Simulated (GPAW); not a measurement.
## F K-edge XANES of KMgF3 (Pm-3m)

Aim: the near-edge shape at the F K edge of KMgF3 (Pm-3m), and what the core hole does to it.

Calculated with GPAW 26.7.0; X-ray absorption from dipole matrix elements to empty bands, plane-wave PAW PBE.

## 1. The structure

It takes space group Pm-3m (No. 221, cubic). Conventional cell: a = 3.986 Å, b = 3.986 Å, c = 3.986 Å, α = 90.00°, β = 90.00°, γ = 90.00°. Nearest to K lie 12 F at 2.82 Å. Nearest to Mg lie 6 F at 1.99 Å. F has 2 Mg at 1.99 Å and 4 K at 2.82 Å nearest. Farther neighbours and most contacts between anions are not listed.

Coordinates:

```cif
data_structure
_symmetry_space_group_name_H-M 'P 1'
_symmetry_Int_Tables_number 1
_cell_length_a 3.9859
_cell_length_b 3.9859
_cell_length_c 3.9859
_cell_angle_alpha 90.000
_cell_angle_beta 90.000
_cell_angle_gamma 90.000
_cell_volume 63.33
loop_
_atom_site_label
_atom_site_type_symbol
_atom_site_fract_x
_atom_site_fract_y
_atom_site_fract_z
_atom_site_occupancy
K1 K 0.50000 0.50000 0.50000 1
Mg2 Mg 0.00000 0.00000 0.00000 1
F3 F 0.00000 0.00000 0.50000 1
F4 F 0.00000 0.50000 0.00000 1
F5 F 0.50000 0.00000 0.00000 1
```

## 2. The field without a hole

A plain self-consistent run shows whether there is a gap, which decides the set-up of the core-hole run.

The input, scf.py:

```python
import numpy as np
from ase import Atoms
from ase.parallel import parprint, paropen
from gpaw import GPAW, PW, FermiDirac, Mixer, MixerDif, setup_paths
from gpaw.test import gen
setup_paths.insert(0, '.')
gen('F', name='nch1s', xcname='PBE', corehole=(1, 0, 0), write_xml=True)
from gpaw.mpi import world
world.barrier()

atoms = Atoms('KMgF3',
    cell=[[3.9859, 0, 0],
     [0, 3.9859, 0],
     [0, 0, 3.9859]],
    scaled_positions=[[0.5, 0.5, 0.5],
     [0, 0, 0],
     [0, 0, 0.5],
     [0, 0.5, 0],
     [0.5, 0, 0]],
    pbc=True)
atoms.calc = calc = GPAW(legacy_gpaw=True, mode=PW(500), xc='PBE', setups={2: 'nch1s'},
    kpts={'size': (6, 6, 6), 'gamma': True}, occupations=FermiDirac(0.05),
    charge=0, mixer=Mixer(0.1, 5, 50), maxiter=150,
    convergence={'density': 0.0001}, txt='scf.txt')
energy = atoms.get_potential_energy() + calc.get_reference_energy()
ef = calc.get_fermi_level()
out = dict(energy=energy, fermi=ef, forces=atoms.get_forces().tolist())
parprint(f'all-electron energy {energy:.4f} eV, Fermi level {ef:.4f} eV')
ev = np.array([[calc.get_eigenvalues(k, s) for k in range(len(calc.get_ibz_k_points()))] for s in range(calc.get_number_of_spins())])
out['homo'], out['lumo'], out['counts'] = ev[ev < ef].max(), ev[ev > ef].min(), sorted(set((ev < ef).sum((0, 2)).tolist()))
out['filled'] = (ev[:, 0] < ef).sum(1).tolist()
import json
with paropen('out.json', 'w') as f:
    json.dump(out, f)
```

On the command line:

```bash
$ OMP_NUM_THREADS=1 mpirun -n 4 gpaw python scf.py
```

Numbers of over 12 decimals in the logs are rounded to 6 here.

Log:

```text
Input parameters:
  convergence: {density: 0.0001}
  kpts: {gamma: True,
         size: (6, 6, 6)}
  maxiter: 150
  mixer: {backend: pulay,
          beta: 0.1,
          method: separate,
          nmaxold: 5,
          weight: 50}
  mode: {ecut: 500.0,
         name: pw}
  occupations: {fixmagmom: False,
                name: fermi-dirac,
                width: 0.05}
  setups: {2: nch1s}
  xc: PBE

Initialize ...

[... PAW data sets ...]

Reference energy: -29974.140604  # eV

Spin-paired calculation

[... convergence settings ...]
Symmetries present (total): 16
  [... symmetry matrices ...]

216 k-points: 6 x 6 x 6 Monkhorst-Pack grid + [1/12,1/12,1/12]
40 k-points in the irreducible part of the Brillouin zone
       k-points in crystal coordinates                weights
   0:     0.00000000    0.00000000    0.00000000          1/216
   1:     0.00000000    0.00000000    0.16666667          2/216
   2:     0.00000000    0.00000000    0.33333333          2/216
   3:     0.00000000    0.00000000    0.50000000          1/216
   4:     0.16666667    0.00000000    0.00000000          4/216
   5:     0.16666667    0.00000000    0.16666667          8/216
   6:     0.16666667    0.00000000    0.33333333          8/216
   7:     0.16666667    0.00000000    0.50000000          4/216
   8:     0.16666667    0.16666667    0.00000000          4/216
   9:     0.16666667    0.16666667    0.16666667          8/216
          ...
  39:     0.50000000    0.50000000    0.50000000          1/216

Wave functions: Plane wave expansion
  Cutoff energy: 500.000 eV
  Number of coefficients (min, max): 1575, 1640
  Pulay-stress correction: 0.000000 eV/Ang^3 (de/decut=0.000000)
  Using FFTW library
  Wavefunction extrapolation:
    Improved wavefunction reuse through dual PAW basis

Occupation numbers: Fermi-Dirac:
  width: 0.0500  # eV

Eigensolver
   Davidson(niter=2)

Densities:
  Coarse grid: 21*21*21 grid
  Fine grid: 42*42*42 grid
  Total Charge: 0.000000

Density mixing:
  Method: separate
  Backend: pulay
  Linear mixing parameter: 0.1
  old densities: 5
  Width of damping distribution: 1.1
  Damping of long wavelength oscillations: 50

[... Hamiltonian set-up ...]
Number of atoms: 5
Number of atomic orbitals: 25
Number of bands in calculation: 25
Number of valence electrons: 40
Bands to converge: occupied

... initialized

Initializing position-dependent things.

Density initialized from atomic densities
Creating initial wave functions:
  25 bands from LCAO basis set

Positions:
   0 K      1.992950    1.992950    1.992950    ( 0.0000,  0.0000,  0.0000)
   1 Mg     0.000000    0.000000    0.000000    ( 0.0000,  0.0000,  0.0000)
   2 F      0.000000    0.000000    1.992950    ( 0.0000,  0.0000,  0.0000)
   3 F      0.000000    1.992950    0.000000    ( 0.0000,  0.0000,  0.0000)
   4 F      1.992950    0.000000    0.000000    ( 0.0000,  0.0000,  0.0000)

Unit cell:
           periodic     x           y           z      points  spacing
  1. axis:    yes    3.985900    0.000000    0.000000    21     0.1898
  2. axis:    yes    0.000000    3.985900    0.000000    21     0.1898
  3. axis:    yes    0.000000    0.000000    3.985900    21     0.1898

  Lengths:   3.985900   3.985900   3.985900
  Angles:   90.000000  90.000000  90.000000

Effective grid spacing dv^(1/3) = 0.1898

iter:   1   -25.408729
iter:   2   -24.793922   -0.72  -1.25
iter:   3   -24.129204   -0.48  -1.34
iter:   4   -24.244135   -0.98  -1.54
iter:   5   -24.199899   -1.62  -1.83
iter:   6   -24.199746   -2.41  -2.60
iter:   7   -24.197940c  -3.72  -2.73
iter:   8   -24.197100c  -3.59  -2.89
iter:   9   -24.197404c  -4.36  -3.33
iter:  10   -24.197127c  -4.33  -3.17
iter:  11   -24.197125c  -4.99  -3.97
iter:  12   -24.197125c  -6.56  -4.34c
iter:  13   -24.197126c  -6.74  -4.51c
iter:  14   -24.197125c  -6.18  -4.41c
iter:  15   -24.197125c  -7.68c -4.69c

Converged after 15 iterations.

Dipole moment: (-0.000000, -0.000000, -0.000000) |e|*Ang

Energy contributions relative to reference atoms: (reference = -29974.140604)

Kinetic:        +25.457252
Potential:      -22.472039
External:        +0.000000
XC:             -27.176397
Entropy (-ST):   -0.000000
Local:           -0.005941
SIC:             +0.000000
--------------------------
Free energy:    -24.197125
Extrapolated:   -24.197125

Showing only first 2 kpts
 Kpt  Band  Eigenvalues  Occupancy
  0    18      0.23969    2.00000
  0    19      0.23976    2.00000
  0    20      7.87525    0.00000
  0    21     10.61548    0.00000

  1    18      0.18706    2.00000
  1    19      0.18706    2.00000
  1    20      8.35761    0.00000
  1    21     10.90040    0.00000

Fermi level: 2.82266

Gap: 7.319 eV
Transition (v -> c):
  (s=0, k=39, n=19, [0.50, 0.50, 0.50]) -> (s=0, k=0, n=20, [0.00, 0.00, 0.00])
Direct/indirect transitions are different
Direct gap: 7.635 eV
Transition at: (s=0, k=0, n=19, [0.00, 0.00, 0.00])

Forces in eV/Ang:
  0 K    -0.00000   -0.00000    0.00000
  1 Mg    0.00000    0.00000    0.00000
  2 F    -0.00000   -0.00000    0.00000
  3 F     0.00000   -0.00000    0.00000
  4 F    -0.00000    0.00000    0.00000
Scalar-relativistic atomic PBE calculation for F (Fluorine, Z=9)
Core hole in 1s state (1s occupation: 2.0)
300 radial gridpoints.
|------------------------------------------------|
|------------------------------------------------|
[... the atom generator's iteration count ...]

Energy contributions:
-------------------------
Kinetic:      +99.650231
XC:           -10.213739
Potential:   -189.177126
-------------------------
Total:        -99.740635

state      eigenvalue         ekin         rmax
-----------------------------------------------
1s^2.0 :   -24.376589    37.227293        0.114
2s^2.0 :    -1.098729     4.184364        0.764
2p^5.0 :    -0.408283     3.365383        0.707
-----------------------------------------------
(units: Bohr and Hartree)

Generating PAW setup
Kinetic energy of the core from tauc = 74.529793
Cutoffs:
rc(s)=1.200
rc(p)=1.200
rc(d)=1.200
rc(vbar)=1.080
rc(comp)=1.200
rc(nct)=1.200

Kinetic energy of the core states: 74.454586
Charge: 0.0
Core electrons: 2.0
Valence electrons: 7.0
Pseudo-core charge: 0.000368
Shape function alpha=6.944
Pseudo-electron charge 6.025586
state    eigenvalue         norm
--------------------------------
2s(2) :    -1.098729     1.064204
*s    :    -0.098729
2p(5) :    -0.408283     0.779362
*p    :     0.591717
*d    :     0.000000
--------------------------------

Diagonalizing with gridspacing h=0.050

state   all-electron     PAW
-------------------------------
2s:      -1.098729    -1.100423
2p:      -0.408283    -0.410405
*d:                    0.052031
*f:                    0.079032
-------------------------------
all-electron energy -29998.3377 eV, Fermi level 2.8227 eV
```

Run time: 12 s. Hardware: 4 MPI ranks of Arm Neoverse V2, shared host; peak memory 0.19 GiB; 43 s of CPU time.

The mesh shows a gap of 7.32 eV, so the hole is first treated in a charged cell, without the excited electron.

## 3. Spectrum without a core hole, F atom 3

Without a hole the spectrum is the empty density of states of the right symmetry on the absorber, weighted by matrix elements. It needs only the small cell and serves as the baseline. The data set with a hole of occupation 0 only carries the core orbital.

The absorber has 2 Mg at 1.99 Å (linear, site symmetry 4/mmm).

The input, xas.py:

```python
import numpy as np
from ase import Atoms
from ase.parallel import parprint, paropen
from gpaw import GPAW, PW, FermiDirac, Mixer, MixerDif, setup_paths
from gpaw.test import gen
setup_paths.insert(0, '.')
gen('F', name='nch1s', xcname='PBE', corehole=(1, 0, 0), write_xml=True)
from gpaw.mpi import world
world.barrier()

atoms = Atoms('KMgF3',
    cell=[[3.9859, 0, 0],
     [0, 3.9859, 0],
     [0, 0, 3.9859]],
    scaled_positions=[[0.5, 0.5, 0.5],
     [0, 0, 0],
     [0, 0, 0.5],
     [0, 0.5, 0],
     [0.5, 0, 0]],
    pbc=True)
atoms.calc = calc = GPAW(legacy_gpaw=True, mode=PW(500), xc='PBE', setups={2: 'nch1s'},
    kpts={'size': (6, 6, 6), 'gamma': True}, occupations=FermiDirac(0.02),
    charge=0, mixer=Mixer(0.1, 5, 50), maxiter=150,
    convergence={'density': 0.0001}, txt='scf.txt')
energy = atoms.get_potential_energy() + calc.get_reference_energy()
ef = calc.get_fermi_level()
out = dict(energy=energy, fermi=ef, forces=atoms.get_forces().tolist())
parprint(f'all-electron energy {energy:.4f} eV, Fermi level {ef:.4f} eV')
ev = np.array([[calc.get_eigenvalues(k, s) for k in range(len(calc.get_ibz_k_points()))] for s in range(calc.get_number_of_spins())])
out['homo'], out['lumo'], out['counts'] = ev[ev < ef].max(), ev[ev > ef].min(), sorted(set((ev < ef).sum((0, 2)).tolist()))
out['filled'] = (ev[:, 0] < ef).sum(1).tolist()

from ase.units import Ha
from gpaw.xas import dipole_matrix_elements
nb = int(calc.get_number_of_electrons() / 2) + 41
top, nb = nb, nb + 8 + nb // 12
nscf = calc.fixed_density(kpts={'size': (6, 6, 6), 'gamma': True}, nbands=nb,
    convergence={'bands': top, 'eigenstates': 1e-5}, maxiter=60, txt='nscf.txt')
cell = atoms.cell.array
ops = [cell.T @ U.T @ np.linalg.inv(cell.T) for U in nscf.wfs.kd.symmetry.op_scc]
filled = [20]  # bands filled in the ground state, by spin
E = np.arange(-25, 34, 0.1)
fwhm = np.interp(E, [4, 25], [0.9, 3.5])
Y, X, zero, highest = 0, 0, 1e9, 1e9
for spin in range(nscf.get_number_of_spins()):
    wfs = nscf.wfs
    A = dipole_matrix_elements(wfs.setups[2])
    eps = np.zeros((wfs.kd.nibzkpts, nb))
    d = np.zeros((3, A.shape[1], wfs.kd.nibzkpts, nb), complex)
    for kpt in wfs.kpt_u:
        if kpt.s == spin and 2 in kpt.P_ani:
            eps[kpt.k] = kpt.eps_n * Ha
            d[:, :, kpt.k] = (kpt.weight * wfs.nspins / 2) ** 0.5 * np.inner(A, kpt.P_ani[2])
    world.sum(eps)
    world.sum(d)
    T = np.einsum('amkn,bmkn->abkn', d, d.conj()).real
    T = sum(np.einsum('ai,ijkn,bj->abkn', R, T, R) for R in ops) / len(ops)
    empty = np.ones_like(eps, bool) & (np.arange(nb) >= filled[spin])
    zero, highest = min(zero, eps[empty].min()), min(highest, eps[:, top - 1].min())
    lines = [(eps, T, empty)] if spin == 0 else lines + [(eps, T, empty)]
for eps, T, empty in lines:
    f = np.einsum('aakn->akn', T).reshape(3, -1)
    x = eps.ravel() - zero
    w = np.interp(x, E, fwhm) / 2.35482
    g = np.exp(-0.5 * ((E[:, None] - x) / w) ** 2) / (w * (2 * np.pi) ** 0.5)
    Y = Y + (f * empty.ravel()) @ g.T
    X = X + (f * ~empty.ravel()) @ g.T
out.update(E=E.round(2).tolist(), xas=Y.tolist(), xes=X.tolist(), zero=zero, valid=highest - zero, nk=len(eps), nb=nb)
for i in range(0, len(E), 10):
    parprint(f'{E[i]:7.2f}', *(f'{v:10.3e}' for v in Y[:, i]))
import json
with paropen('out.json', 'w') as f:
    json.dump(out, f)
```

On the command line:

```bash
$ OMP_NUM_THREADS=1 mpirun -n 4 gpaw python xas.py
```

Log:

```text
Input parameters:
  convergence: {density: 0.0001}
  kpts: {gamma: True,
         size: (6, 6, 6)}
  maxiter: 150
  mixer: {backend: pulay,
          beta: 0.1,
          method: separate,
          nmaxold: 5,
          weight: 50}
  mode: {ecut: 500.0,
         name: pw}
  occupations: {fixmagmom: False,
                name: fermi-dirac,
                width: 0.02}
  setups: {2: nch1s}
  xc: PBE

Initialize ...

[...]
*p    :     0.591717
*d    :     0.000000
--------------------------------

Diagonalizing with gridspacing h=0.050

state   all-electron     PAW
-------------------------------
2s:      -1.098729    -1.100423
2p:      -0.408283    -0.410405
*d:                    0.052031
*f:                    0.079032
-------------------------------
all-electron energy -29998.3377 eV, Fermi level 2.8227 eV
[...]
32.00  4.573e-05  4.573e-05  2.246e-05
  33.00  4.360e-05  4.360e-05  2.102e-05
[key lines of the parts left out:]
Converged after 15 iterations.
Dipole moment: (-0.000000, -0.000000, -0.000000) |e|*Ang
Free energy:    -24.197125
Fermi level: 2.82266
```

Wall time 23 s (4 MPI ranks); peak memory 0.26 GiB; 90 s of CPU time.

The F K spectrum, F atom 3, no core hole (energy from the lowest empty level; intensity scaled to a mean of 1 over the first 20 eV):

| E (eV) | intensity |
| --- | --- |
| -2.0 | 0.00 |
| -1.0 | 0.00 |
| 0.0 | 0.01 |
| 1.0 | 0.08 |
| 2.0 | 0.31 |
| 3.0 | 0.84 |
| 4.0 | 1.45 |
| 5.0 | 2.04 |
| 6.0 | 1.42 |
| 7.0 | 1.23 |
| 8.0 | 1.74 |
| 9.0 | 2.24 |
| 10.0 | 1.72 |
| 11.0 | 0.91 |
| 12.0 | 0.66 |
| 13.0 | 0.52 |
| 14.0 | 0.43 |
| 15.0 | 0.48 |
| 16.0 | 0.72 |
| 17.0 | 0.95 |
| 18.0 | 0.99 |
| 19.0 | 0.87 |
| 20.0 | 0.75 |
| 21.0 | 0.77 |
| 22.0 | 0.88 |
| 23.0 | 0.97 |
| 24.0 | 0.99 |
| 25.0 | 0.95 |
| 26.0 | 0.92 |
| 27.0 | 0.88 |
| 28.0 | 0.81 |
| 29.0 | 0.77 |
| 30.0 | 0.78 |
| 31.0 | 0.82 |

Main maxima below 24 eV (height): 3.8 eV (1.50), 5.3 eV (2.30), 9.1 eV (2.24), 17.7 eV (1.00) and 23.6 eV (0.99). A K edge sees empty p states on the absorber.

The same matrix elements for filled bands give the F K emission of F atom 3 (ground-state approximation; energy from the lowest empty level, largest value 1):

| E (eV) | emission |
| --- | --- |
| -24.00 | 0.00 |
| -23.25 | 0.00 |
| -22.50 | 0.00 |
| -21.75 | 0.00 |
| -21.00 | 0.00 |
| -20.25 | 0.00 |
| -19.50 | 0.00 |
| -18.75 | 0.00 |
| -18.00 | 0.00 |
| -17.25 | 0.00 |
| -16.50 | 0.00 |
| -15.75 | 0.00 |
| -15.00 | 0.00 |
| -14.25 | 0.00 |
| -13.50 | 0.00 |
| -12.75 | 0.00 |
| -12.00 | 0.00 |
| -11.25 | 0.03 |
| -10.50 | 0.14 |
| -9.75 | 0.32 |
| -9.00 | 0.70 |
| -8.25 | 0.94 |
| -7.50 | 0.70 |
| -6.75 | 0.06 |
| -6.00 | 0.00 |
| -5.25 | 0.00 |
| -4.50 | 0.00 |
| -3.75 | 0.00 |
| -3.00 | 0.00 |
| -2.25 | 0.00 |
| -1.50 | 0.00 |
| -0.75 | 0.00 |
| 0.00 | 0.00 |
| 0.75 | 0.00 |
| 1.50 | 0.00 |
| 2.25 | 0.00 |
| 3.00 | 0.00 |

Emission maxima: -8.0 eV (1.00).

## 4. Reference energy of the supercell

The photon energy needs a difference of total energies, so the cell and mesh of the coming hole run are first run without a hole.

Edit scf.py of step 2 so:

```diff
@@ -10,14 +10,29 @@
 
-atoms = Atoms('KMgF3',
-    cell=[[3.9859, 0, 0],
-     [0, 3.9859, 0],
-     [0, 0, 3.9859]],
-    scaled_positions=[[0.5, 0.5, 0.5],
-     [0, 0, 0],
+atoms = Atoms('K4Mg4F12',
+    cell=[[3.9859, 3.9859, 3.9859],
+     [-3.9859, 3.9859, -3.9859],
+     [-3.9859, -3.9859, 3.9859]],
+    scaled_positions=[[0.5, 0, 0],
+     [0.5, 0.5, 0.5],
      [0, 0, 0.5],
      [0, 0.5, 0],
-     [0.5, 0, 0]],
+     [0, 0, 0],
+     [0, 0.5, 0.5],
+     [0.5, 0, 0.5],
+     [0.5, 0.5, 0],
+     [0.25, 0, 0.25],
+     [0.25, 0.5, 0.75],
+     [0.75, 0, 0.75],
+     [0.75, 0.5, 0.25],
+     [0.25, 0.25, 0],
+     [0.25, 0.75, 0.5],
+     [0.75, 0.25, 0.5],
+     [0.75, 0.75, 0],
+     [0, 0.75, 0.75],
+     [0, 0.25, 0.25],
+     [0.5, 0.75, 0.25],
+     [0.5, 0.25, 0.75]],
     pbc=True)
-atoms.calc = calc = GPAW(legacy_gpaw=True, mode=PW(500), xc='PBE', setups={2: 'nch1s'},
-    kpts={'size': (6, 6, 6), 'gamma': True}, occupations=FermiDirac(0.05),
+atoms.calc = calc = GPAW(legacy_gpaw=True, mode=PW(500), xc='PBE', setups={8: 'nch1s'},
+    kpts={'size': (3, 3, 3), 'gamma': True}, occupations=FermiDirac(0.02),
     charge=0, mixer=Mixer(0.1, 5, 50), maxiter=150,
```

On the command line:

```bash
$ OMP_NUM_THREADS=1 mpirun -n 4 gpaw python scf.py
```

Log:

```text
Input parameters:
  convergence: {density: 0.0001}
  kpts: {gamma: True,
         size: (3, 3, 3)}
  maxiter: 150
  mixer: {backend: pulay,
          beta: 0.1,
          method: separate,
          nmaxold: 5,
          weight: 50}
  mode: {ecut: 500.0,
         name: pw}
  occupations: {fixmagmom: False,
                name: fermi-dirac,
                width: 0.02}
  setups: {8: nch1s}
  xc: PBE

Initialize ...

[...]
2s(2) :    -1.098729     1.064204
*s    :    -0.098729
2p(5) :    -0.408283     0.779362
*p    :     0.591717
*d    :     0.000000
--------------------------------

Diagonalizing with gridspacing h=0.050

state   all-electron     PAW
-------------------------------
2s:      -1.098729    -1.100423
2p:      -0.408283    -0.410405
*d:                    0.052031
*f:                    0.079032
-------------------------------
all-electron energy -119993.3328 eV, Fermi level 2.8197 eV
[key lines of the parts left out:]
Converged after 15 iterations.
Dipole moment: (0.000000, 0.000000, -0.000000) |e|*Ang
Free energy:    -96.770834
Fermi level: 2.81972
```

Run time: 36 s. Hardware: 4 MPI ranks; peak memory 0.29 GiB.

Reference energy: -119993.333 eV with the cores included.

(Part 1 of 3 ends here.)

[Banner, clock and machine lines of the logs are left out without a mark of their own.]

[Logs are printed without paths, hosts, clocks, repeated set-up lines and the standing remarks that a program may print on its own settings, such as how far it seeks lower states.]

[Hosts, paths, dates, database ids (printed as entryN), source tags and the programs' standing remarks are cut or masked in the printed files.]

[Lists of maxima count a maximum above −3 eV only where it reaches 4 % of the highest in the window and stands out from its surroundings by 2 % of it (1.5 % where it reaches 55 %); shoulders and weaker maxima are passed over, and of the rest the first, up to two pre-edge ones and the few strongest are named.]
